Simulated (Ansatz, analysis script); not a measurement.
# FeAuO2: how near to magnetism, part 2 of 2

Wanted: E(M), the field that holds each moment, and the spin susceptibility of FeAuO2.

Ansatz 0.2.0; LDA with U = 2.25 eV on Fe d, PAW set soft_2 (files made for PBE).

So far. Step 2 (The collinear state): The run ends ferromagnetic, with a net moment of 4.89 μB a cell. With one Fe atom carrying the moment, parallel order of its images is forced by the cell, not found. Step 3 (The non-magnetic reference): The free collinear run lies 972 meV below it.

**4. Total moment fixed at 0.578 μB**

Level of this step: Ansatz DFT, collinear, total moment fixed by two Fermi levels; LDA+U, PAW default (Ansatz).

Two Fermi levels, one a spin, hold the total moment exactly, which reaches states that a free run would leave.

The input, input.yaml:

```yaml
crystal:
  lattice:
    - [1.5231122454, 0.8793692649, 6.1675472623]
    - [-1.5231122454, 0.8793692649, 6.1675472623]
    - [0.0, -1.7587385297, 6.1675472623]
  atoms:
    - { symbol: Fe, position: [0.0, 0.0, 0.0], spin: 0.578 }
    - { symbol: Au, position: [0.5, 0.5, 0.5] }
    - { symbol: O, position: [0.3889755, 0.3889755, 0.3889755] }
    - { symbol: O, position: [0.6110245, 0.6110245, 0.6110245] }
magnetization:
  spin_polarized: true
  initial_magnetization: 0.578
  spin_locking: { lock_magnetization: hard }
kpoints:
  mp_grid: { grid: [6, 6, 6] }
hamiltonian:
  xc: lda
  hubbard: { sites: [{ species: Fe, l: d, u_eff: 2.25 }] }
scf:
  occupations: { method: fermi_dirac, width: 0.05 }
  max_iter: 120
  convergence: { dr2_threshold: 1.0e-08 }
basis:
  ecutwfc: 420.0
```

On the command line:

```
> ansatz run input.yaml --threads 1 --pin off --max-ram 2048MiB --backend cpu --events-out ev --progress --plain --runs-dir out
```

Numbers of over 12 decimals in the logs are rounded to 6 here.

What it wrote:

```text
[...]
Crystal: 4 atoms, lattice volume = 49.564 Å³
Basis set: ecut = 420 eV, 951 PW (Γ), FFT grids on a1−a3, a2−a3, a3
Bands: 29, of which v1, the nominal top of the filled ones, is band 24 counted from 1 (23 counted from 0)
Symmetry: 12 space group operations
[...]
k-points: 32 of 216
[...]
Starting moments: Σ|m| = 0.578 μB on 1 of 4 sites
[...]
SCF iter   1: F=—  HF=-18428.195146 eV  |F-HF|=—  |Δ(HF+E_count)|=         —  Δρ=3.68e-1 (↑3.02e-1 ↓3.68e-1)  dr2=4.66e2  dr2_m=5.23e-1  M=0.578 μB ∫|m|=0.589 μB  β_m=0.30  ethr=3.10e-3  ⟨swp⟩=5.1  Hψ=6646  notcnv=0
[...]
SCF iter  20: F=-18391.328564 eV  HF=-18391.328564 eV  |F-HF|=4.51e-10  |Δ(HF+E_count)|=   1.49e-9  Δρ=5.78e-7 (↑5.78e-7 ↓2.73e-7)  dr2=4.42e-10  dr2_m=1.47e-11  M=0.578 μB ∫|m|=1.136 μB  ethr=2.13e-11  ⟨swp⟩=2.0  Hψ=3554  notcnv=0
SCF 1 converged in 20 iterations: F = -18391.328564 eV  dr2 = 4.42e-10
[...]
Symmetry: 4 space group operations
k-points: 68 of 216
[...]
Starting moments: Σ|m| = 0.578 μB on 1 of 4 sites; this step starts from the density that it was given
[...]
iter 1 solved again at ethr=1.00e-12 eV; its pass at ethr=2.13e-6 eV (dr2=4.32e-10 eV) is discarded
[...]
SCF iter   8: F=-18391.362454 eV  HF=-18391.362454 eV  |F-HF|=2.13e-9  |Δ(HF+E_count)|=  3.64e-12  Δρ=1.25e-6 (↑1.25e-6 ↓9.51e-7)  dr2=2.00e-9  dr2_m=1.63e-11  M=0.578 μB ∫|m|=1.019 μB  ethr=4.22e-12  ⟨swp⟩=1.0  Hψ=11566  notcnv=0
SCF 2 converged in 8 iterations: F = -18391.362454 eV  dr2 = 2.00e-9
[...]
SCF iter   2: F=-18391.362454 eV  HF=-18391.362454 eV  |F-HF|=1.53e-10  |Δ(HF+E_count)|=  2.69e-10  Δρ=3.58e-7 (↑3.58e-7 ↓3.48e-7)  dr2=2.00e-10  dr2_m=7.13e-12  M=0.578 μB ∫|m|=1.019 μB  ethr=4.23e-12  ⟨swp⟩=2.6  Hψ=8143  notcnv=0
SCF 3 converged in 2 iterations: F = -18391.362454 eV  dr2 = 2.00e-10
Symmetry: 2 space group operations
k-points: 112 of 216
[...]
SCF iter   5: F=-18391.362454 eV  HF=-18391.362454 eV  |F-HF|=3.64e-12  |Δ(HF+E_count)|=   3.78e-9  Δρ=1.36e-7 (↑1.36e-7 ↓1.04e-7)  dr2=7.97e-12  dr2_m=1.97e-12  M=0.578 μB ∫|m|=1.019 μB  ethr=2.13e-11  ⟨swp⟩=1.0  Hψ=14054  notcnv=0
an SCF along what the orbitals of the run's state read of its open shells (or to have them read: on a GPU, or by another smearing), with 10 of the crystal's symmetry operations given up (112 k-points in place of 32), reached no lower state that the run goes on to. This is no proof of a minimum
SCF converged after 2 iterations
Stability not told: the lowest value that the SCF's own minimisation read on its close, 7.2e-2 (residual 2.8e-3), is positive but too near zero to vouch for directions that it does not look along: no lower mode is shown, and none is ruled out
Magnetization: 0.5780 μB (23.7890 up, 23.2110 down)
Absolute magnetization: 1.0176 μB (∫|ρ↑−ρ↓|, with the PAW one-centre terms)
[...]
Per-site moments (μB) at R_I (Å): [(0.716687, 0.840639), (-0.105133, 0.847377), (-0.034753, 0.840639), (-0.034753, 0.840639)]
Free energy (F): -18391.362454 eV
[...]
Internal energy: -18391.343398 eV  (E = F + TS)
E sigma→0 (E₀):  -18391.352926 eV
Entropy (-TS):   -0.019056 eV (-4.764 meV/atom)
Fermi energy:    12.424718 (↑ 12.000455, ↓ 12.848980) eV
[...]
--- Band table (eV; the first three rows and the last of 136) ---
  k-point 0 ↑: bands = [... 20 lower, 9.9171, 10.2700, 10.8047, 11.0164, 14.1518, 14.1654, 14.3729, 17.7190, ... 1 higher]
  k-point 1 ↑: bands = [... 20 lower, 9.6374, 10.6908, 10.9042, 11.2819, 13.7119, 14.2265, 14.5632, 18.8135, ... 1 higher]
  k-point 2 ↑: bands = [... 20 lower, 10.0387, 10.7368, 11.0973, 11.3733, 13.4139, 14.1112, 14.8551, 20.2717, ... 1 higher]
  k-point 67 ↓: bands = [... 20 lower, 11.0321, 11.2320, 11.8869, 12.5590, 14.4650, 14.7535, 15.4090, 16.4592, ... 1 higher]
Occupation matrices written to <dir>
```

Elapsed: 6.7 min, on 1 thread of Arm Neoverse N1, shared host; peak memory 1.1 GiB.

The energy is -304 meV from the state without spin, and the largest site carries 0.717 μB, while atom no. 2 (Au) stands against the total with -0.11 μB.

**5. Total moment fixed at 1.157 μB**

Edit input.yaml of step 4 so:

```diff
@@ -6,3 +6,3 @@
   atoms:
-    - { symbol: Fe, position: [0.0, 0.0, 0.0], spin: 0.578 }
+    - { symbol: Fe, position: [0.0, 0.0, 0.0], spin: 1.157 }
     - { symbol: Au, position: [0.5, 0.5, 0.5] }
@@ -12,3 +12,3 @@
   spin_polarized: true
-  initial_magnetization: 0.578
+  initial_magnetization: 1.157
   spin_locking: { lock_magnetization: hard }
```

What it wrote:

```text
[...]
Crystal: 4 atoms, lattice volume = 49.564 Å³
Basis set: ecut = 420 eV, 951 PW (Γ), FFT grids on a1−a3, a2−a3, a3
Bands: 29, of which v1, the nominal top of the filled ones, is band 24 counted from 1 (23 counted from 0)
Symmetry: 12 space group operations
[...]
k-points: 32 of 216
[...]
Starting moments: Σ|m| = 1.157 μB on 1 of 4 sites
[...]
Per-site moments (μB) at R_I (Å): [(1.154257, 0.840639), (0.00164522, 0.847377), (-0.066031, 0.840639), (-0.066031, 0.840639)]
Free energy (F): -18391.499174 eV
[...]
Internal energy: -18391.489874 eV  (E = F + TS)
E sigma→0 (E₀):  -18391.494524 eV
Entropy (-TS):   -0.009300 eV (-2.325 meV/atom)
Fermi energy:    12.535365 (↑ 12.748437, ↓ 12.322294) eV
[...]
Occupation matrices written to <dir>
[key lines of the parts left out:]
SCF converged after 18 iterations
Magnetization: 1.1570 μB (24.0785 up, 22.9215 down)
```

It took 2.1 min on 1 thread; peak memory 0.8 GiB.

The energy is -441 meV from the state without spin, and the largest site carries 1.15 μB.

**6. Total moment fixed at 1.735 μB**

Edit input.yaml of step 5 so:

```diff
@@ -6,3 +6,3 @@
   atoms:
-    - { symbol: Fe, position: [0.0, 0.0, 0.0], spin: 1.157 }
+    - { symbol: Fe, position: [0.0, 0.0, 0.0], spin: 1.735 }
     - { symbol: Au, position: [0.5, 0.5, 0.5] }
@@ -12,3 +12,3 @@
   spin_polarized: true
-  initial_magnetization: 1.157
+  initial_magnetization: 1.735
   spin_locking: { lock_magnetization: hard }
```

What it wrote:

```text
[...]
Occupation matrices written to <dir>
Error: SIGTERM received: cancelled ahead of the end of the searches for a lower state and the checks behind the self-consistent cycle: the result that stood is reported, with what was made of it, and may lie above the state on which the run would have ended. Run again (if it sets checkpoint.write, name a new directory there), the deck makes the searches and checks
[key lines of the parts left out:]
SCF converged after 3 iterations
Magnetization: 1.7350 μB (24.3675 up, 22.6325 down)
Free energy (F): -18391.383808 eV
Fermi energy:    12.627629 (↑ 12.637638, ↓ 12.617621) eV
```

The job ended after 8.7 min (1 thread; peak memory 0.84 GiB).

The run was cut off at the time left to it in the session, and no result is taken from it.

**7. Total moment fixed at 2.314 μB**

Edit input.yaml of step 6 so:

```diff
@@ -6,3 +6,3 @@
   atoms:
-    - { symbol: Fe, position: [0.0, 0.0, 0.0], spin: 1.735 }
+    - { symbol: Fe, position: [0.0, 0.0, 0.0], spin: 2.314 }
     - { symbol: Au, position: [0.5, 0.5, 0.5] }
@@ -12,3 +12,3 @@
   spin_polarized: true
-  initial_magnetization: 1.735
+  initial_magnetization: 2.314
   spin_locking: { lock_magnetization: hard }
```

What it wrote:

```text
[...]
E_closure    = -0.000000  (closes the sum)
  Σ components = -18391.352525   (vs F -18391.352525, Δ=0.00e0)
Occupation matrices written to <dir>
Error: SIGTERM received: cancelled ahead of the end of the searches for a lower state and the checks behind the self-consistent cycle: the result that stood is reported, with what was made of it, and may lie above the state on which the run would have ended. Run again (if it sets checkpoint.write, name a new directory there), the deck makes the searches and checks
[key lines of the parts left out:]
SCF converged after 16 iterations
Magnetization: 2.3140 μB (24.6570 up, 22.3430 down)
Free energy (F): -18391.352525 eV
Fermi energy:    12.687846 (↑ 12.574330, ↓ 12.801362) eV
```

The job ended after 8.7 min (1 thread; peak memory 0.83 GiB).

The run was cut off at the time left to it in the session, and no result is taken from it.

[Logs and program files are shortened in this print: banners, set-up blocks, solver, clock and traceback lines can be left out without a mark of their own.]

[Logs are printed without paths, hosts, clocks, repeated set-up lines and the standing remarks that a program may print on its own settings, such as how far it seeks lower states.]

[Hosts, paths, dates, database ids (printed as entryN), source tags and the programs' standing remarks are cut or masked in the printed files.]
